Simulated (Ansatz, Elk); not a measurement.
# Ba3V: X-ray structure factors from the self-consistent density

The structure of Ba3V used here is made up (a known structure type with other elements) and was relaxed beforehand with PBEsol. The aim is the Fourier transform of its all-electron density, F(hkl), set beside the sum over free spherical atoms that refinements use.

Main program and level: Elk 11.2.3 (patched build); DFT, PBE, all-electron APW+lo, Dirac cores, scalar-relativistic bands, static density, ferromagnetic start.

This account leaves out most program logs.

The structure was built from a prototype and need not be the compound's stable phase.

**1. Set-up**

The structure is hexagonal, space group P-6m2 (No. 187). The conventional cell has a = 4.149 Å, b = 4.149 Å, c = 12.006 Å, α = 90.00°, β = 90.00°, γ = 120.00°. Nearest to Ba lie 3 V at 3.37 Å and 9 Ba at 4.15 to 4.35 Å. Ba has 12 Ba at 4.15 to 4.35 Å nearest. Nearest to V lie 6 Ba at 3.37 Å. Farther neighbours are not listed.

Structure file:

```cif
data_structure
_symmetry_space_group_name_H-M 'P-6m2'
_symmetry_Int_Tables_number 187
_cell_length_a 4.1491
_cell_length_b 4.1491
_cell_length_c 12.0063
_cell_angle_alpha 90.000
_cell_angle_beta 90.000
_cell_angle_gamma 120.000
_cell_volume 179.00
loop_
_atom_site_label
_atom_site_type_symbol
_atom_site_symmetry_multiplicity
_atom_site_Wyckoff_symbol
_atom_site_fract_x
_atom_site_fract_y
_atom_site_fract_z
_atom_site_occupancy
Ba1 Ba 2 i 0.66667 0.33333 0.30210 1
Ba2 Ba 1 a 0.00000 0.00000 0.00000 1
V1 V 1 b 0.00000 0.00000 0.50000 1
```

**2. Ground state and structure factors**

An all-electron density is needed, since X-rays see the cores too. Task 0 finds the density and task 195 Fourier-transforms it; tshift is off so that phases refer to the origin typed.

The input, elk.in:

```
tasks
  0
  195
  196

xctype
  20

spinpol
  .true.

rgkmax
  7.0

gmaxvr
  14.0

lmaxo
  7

lmaxapw
  8

swidth
  0.002

tshift
  .false.

ramdisk
  .false.

hmaxvr
  5.5

maxscl
  120

epspot
  1e-06

reducebf
  0.8

sppath
  './'

avec
  7.84063831645 -0.00000000000 -0.00000000000
  -3.92031915822 6.79019196393 -0.00000000000
  0.00000000000 -0.00000000000 22.68866168576

atoms
  2
  'Ba.in'
  3
  0.6666666667 0.3333333333 0.3021028042   0.000000 0.000000 0.000000
  0.6666666667 0.3333333333 0.6978971958   0.000000 0.000000 0.000000
  -0.0000000000 0.0000000000 0.0000000000   0.000000 0.000000 0.000000
  'V.in'
  1
  -0.0000000000 0.0000000000 0.5000000000   0.000000 0.000000 -0.160000

ngridk
  5 5 2
```

Launch:

```
OMP_NUM_THREADS=4 elk
```

Elapsed: 3.7 min, on 4 threads of Arm Neoverse V2, shared host; peak memory 0.63 GiB; 12 min of CPU time.

SFACRHO.OUT:

```text

h k l indices transformed by vhmat matrix:
   1.000000000       0.000000000       0.000000000    
   0.000000000       1.000000000       0.000000000    
   0.000000000       0.000000000       1.000000000    

      h      k      l  multipl.   |H|            Re(F)            Im(F)           |F|

      0      0      0      1   0.0000000       191.00000      0.12134378E-15   191.00000    
      0      0     -1      2  0.27693063      -2.9723213     -0.24823516E-14   2.9723213    
      0      0      2      2  0.55386125      -9.4038784      0.38719017E-14   9.4038784    
      0      0      3      2  0.83079188       112.31929      0.71017261E-14   112.31929    
      0      1      0      3  0.92533250       19.135572       84.156267       86.304388    
     -1      1      0      3  0.92533250       19.135572      -84.156267       86.304388    
      0      1     -1      6  0.96588343       44.703515      -26.859725       52.152172    
     -1      1      1      6  0.96588343       44.703515       26.859725       52.152172    
      0      1      2      6   1.0784259       102.65960      -64.693433       121.34345    
      0     -1      2      6   1.0784259       102.65960       64.693433       121.34345    
      0      0     -4      2   1.1077225       88.983861      0.83595857E-14   88.983861    
     -1      0     -3      6   1.2435656      -9.6503352       65.476519       66.183861    
      0     -1     -3      6   1.2435656      -9.6503352      -65.476519       66.183861    
      0      0      5      2   1.3846531      -60.470039      0.63807596E-13   60.470039    
      0     -1      4      6   1.4433605       48.623863      -19.525057       52.397595    
      0      1     -4      6   1.4433605       48.623863       19.525057       52.397595    
     -1     -1      0      6   1.6027229       141.71341      0.11550575E-12   141.71341    
      2     -1      1     12   1.6264720     -0.71666581     -0.16907341E-07  0.71666581
```

Elk indexes on the primitive cell of elk.in and gives |H| = 4π sin θ/λ in inverse bohr. Below, one row stands for each form hkl of the conventional cell (m members, Friedel mates merged), F is for one primitive cell and the density is static (no thermal factor). Free-atom factors are Waasmaier and Kirfel's, and R is Σm||F|−|F'||/Σm|F|.

```tsv
hkl	m	sin θ/λ (Å⁻¹)	abs F, DFT	neutral atoms	diff.	abs of complex diff.
001	2	0.042	2.972	2.877	+0.096	0.096
002	2	0.083	9.404	9.534	-0.130	0.130
003	2	0.125	112.319	112.221	+0.098	0.098
100	6	0.139	86.304	86.219	+0.085	0.116
101	12	0.145	52.152	52.225	-0.073	0.116
102	12	0.162	121.344	121.280	+0.063	0.067
004	2	0.167	88.984	89.023	-0.039	0.039
103	12	0.187	66.184	66.170	+0.013	0.130
005	2	0.208	60.470	60.611	-0.141	0.141
104	12	0.217	52.398	52.469	-0.071	0.120
110	6	0.241	141.713	141.711	+0.002	0.002
111	12	0.245	0.717	0.717	-0.000	0.000
006	2	0.250	88.513	88.704	-0.191	0.191
105	12	0.250	98.289	98.251	+0.038	0.050
112	12	0.255	8.807	8.814	-0.007	0.007
113	12	0.272	92.150	92.180	-0.029	0.029
200	6	0.278	70.425	70.453	-0.027	0.044
201	12	0.281	43.741	43.773	-0.032	0.037
106	12	0.286	46.659	46.683	-0.024	0.025
202	12	0.290	100.065	100.064	+0.001	0.018
007	2	0.291	83.526	83.471	+0.055	0.055
114	12	0.293	73.360	73.326	+0.034	0.034
```

**3. The magnetisation density**

The same run holds the spin density, and task 196 transforms it. The order is that of the start, and no other was tried.

SFACMAG_1.OUT:

```text

h k l indices transformed by vhmat matrix:
   1.000000000       0.000000000       0.000000000    
   0.000000000       1.000000000       0.000000000    
   0.000000000       0.000000000       1.000000000    

      h      k      l  multipl.   |H|            Re(F)            Im(F)           |F|

      0      0      0      1   0.0000000       3.6672905     -0.79734264E-17   3.6672905    
      0      0     -1      2  0.27693063      -3.8768891     -0.12724645E-15   3.8768891    
      0      0      2      2  0.55386125       3.1215038     -0.49523686E-15   3.1215038    
      0      0      3      2  0.83079188      -2.1953234      0.75780902E-15   2.1953234    
      0      1      0      3  0.92533250       2.2479501      0.12099975       2.2512043    
     -1      1      0      3  0.92533250       2.2479501     -0.12099975       2.2512043    
      0      1     -1      6  0.96588343      -2.2445883     -0.91296386E-01   2.2464442    
     -1      1      1      6  0.96588343      -2.2445883      0.91296386E-01   2.2464442    
      0      1      2      6   1.0784259       1.9868708     -0.75204140E-02   1.9868850    
      0     -1      2      6   1.0784259       1.9868708      0.75204140E-02   1.9868850    
      0      0     -4      2   1.1077225       1.7689393      0.87112660E-15   1.7689393    
     -1      0     -3      6   1.2435656      -1.6165986     -0.36509534E-01   1.6170108    
      0     -1     -3      6   1.2435656      -1.6165986      0.36509534E-01   1.6170108    
      0      0      5      2   1.3846531      -1.3214351      0.85516855E-15   1.3214351    
      0     -1      4      6   1.4433605       1.3155963     -0.45017614E-01   1.3163662    
      0      1     -4      6   1.4433605       1.3155963      0.45017614E-01   1.3163662
```

The total moment is 3.67 μB a cell; sphere moments: Ba1 +0.06, Ba2 +0.06, Ba3 -0.04, V4 +2.87 μB. Polarised neutrons measure spin and orbital magnetisation together; without spin-orbit coupling the run gives the spin part:

```tsv
hkl	sin θ/λ (Å⁻¹)	abs F_M (μB)
001	0.042	3.877
002	0.083	3.122
003	0.125	2.195
100	0.139	2.251
101	0.145	2.246
102	0.162	1.987
004	0.167	1.769
103	0.187	1.617
005	0.208	1.321
104	0.217	1.316
110	0.241	1.195
111	0.245	1.180
006	0.250	1.013
105	0.250	1.087
```

**4. The highest occupied states alone**

An energy window below the Fermi level keeps the highest occupied states, to see at which angles they scatter; shallow core shells can lie inside it and anion s states outside. No new self-consistency is needed.

elk.in, as its differences from that of step 2:

```diff
@@ -1,5 +1,3 @@
 tasks
-  0
   195
-  196
 
@@ -44,2 +42,5 @@
 
+wsfac
+  -0.174470 0.493030
+
 sppath
```

Launch:

```
OMP_NUM_THREADS=4 elk
```

It took 17 s on 4 threads; peak memory 0.23 GiB; 19 s of CPU time.

States within 10 eV below the Fermi level hold 11.00 electrons; any levels below the window count with the cores. Their amplitudes can exceed the total, where window and core parts have opposite phase:

```tsv
hkl	sin θ/λ (Å⁻¹)	abs F, window	abs F, all
001	0.042	4.160	2.972
002	0.083	3.451	9.404
003	0.125	2.537	112.319
100	0.139	2.448	86.304
101	0.145	2.421	52.152
102	0.162	2.059	121.344
004	0.167	1.909	88.984
103	0.187	1.631	66.184
005	0.208	1.439	60.470
104	0.217	1.366	52.398
```

**5. Another functional**

The difference from free atoms is small, so it is set against the change that LDA (Perdew-Wang) makes.

elk.in, as its differences from that of step 4:

```diff
@@ -1,6 +1,8 @@
 tasks
+  0
   195
+  196
 
 xctype
-  20
+  3
 
@@ -42,5 +44,2 @@
 
-wsfac
-  -0.174470 0.493030
-
 sppath
```

Launch:

```
OMP_NUM_THREADS=4 elk
```

The job ended after 1.8 min (4 threads; peak memory 0.47 GiB).

Against the first run R = 0.02 %; the largest change is -0.042 at 0 0 13. The moment goes from 3.67 to 3.60 μB.

**6. A coarser k-mesh**

About half the k-points along each axis test the sampling.

elk.in, as its differences from that of step 5:

```diff
@@ -6,3 +6,3 @@
 xctype
-  3
+  20
 
@@ -64,2 +64,2 @@
 ngridk
-  5 5 2
+  2 2 1
```

Launch:

```
OMP_NUM_THREADS=4 elk
```

Wall time 75 s (4 threads); peak memory 0.61 GiB; 2.7 min of CPU time.

Against the first run R = 0.02 %; the largest change is +0.337 at 003. The moment goes from 3.67 to 2.99 μB.

**7. Basis size**

A smaller basis shows how fast F responds to it; the change is likely larger than the basis error of the first run, but doesn't show convergence.

elk.in, as its differences from that of step 6:

```diff
@@ -12,3 +12,3 @@
 rgkmax
-  7.0
+  5.5
 
@@ -64,2 +64,2 @@
 ngridk
-  2 2 1
+  5 5 2
```

Launch:

```
OMP_NUM_THREADS=4 elk
```

The job ended after 3.8 min (4 threads; peak memory 0.64 GiB).

Against the first run R = 0.03 %; the largest change is -0.113 at 004. The moment goes from 3.67 to 3.44 μB.

**8. Settings against the effect**

```tsv
run	R against the first run (%)	R against neutral atoms, low angle (%)	wall time
PBE, rgkmax 7	0.00	0.06	3.7 min
LDA (Perdew-Wang)	0.02	0.06	1.8 min
k-mesh 2×2×1	0.02	0.08	75 s
rgkmax 5.5	0.03	0.07	3.8 min
```

**9. Summary of results**

```yaml
r_against_neutral_atoms_sin_theta_lambda_0p3_a_minus1: 0.06 %
r_against_neutral_atoms_0p3_to_0p70_a_minus1: 0.11 %
```

What this shows: Independent neutral atoms miss the calculated amplitudes by R = 0.06 % below 0.3 Å⁻¹ and 0.11 % from there to 0.70 Å⁻¹; by shells, 0.15 % below 0.15 Å⁻¹ (5 forms), 0.05 % 0.15 to 0.3 (17 forms), 0.03 % 0.3 to 0.45 (30 forms), 0.14 % above 0.45 (97 forms). Bonding, aspherical density and the tables' own atoms all enter these figures, and the runs don't part them. The largest change of an amplitude is -0.19 electrons, at 006. R counts amplitudes alone; phases shift too. The magnetic order is that of the start. No other order was tried here, and an antiferromagnetic one would change or move the magnetic intensity. The window's part falls from 11.0 electrons at the origin to at most 0.30 between 0.45 and 0.70 Å⁻¹. Below 0.3 Å⁻¹ the changes that finished (LDA (Perdew-Wang), k-mesh 2×2×1 and rgkmax 5.5) move F by R = 0.05 % at most, against the 0.06 % that separates it from free atoms, so the difference from free atoms isn't resolved. A single amplitude moves by up to 0.34 electrons, against 0.19 for the largest difference from free atoms. The magnetic factors move by R = 1.6 % (LDA (Perdew-Wang)), 5.2 % (k-mesh 2×2×1) and 3.9 % (rgkmax 5.5), so they aren't settled to better than that. Part of the difference isn't bonding: the tables are fits to free atoms and ions calculated by other methods than this functional. Thermal motion, anomalous dispersion and extinction are left out.

[Logs are printed without paths, hosts, clocks, repeated set-up lines and the standing remarks that a program may print on its own settings, such as how far it seeks lower states.]

[Hosts, paths, dates, database ids (printed as entryN), source tags and the programs' standing remarks are cut or masked in the printed files.]
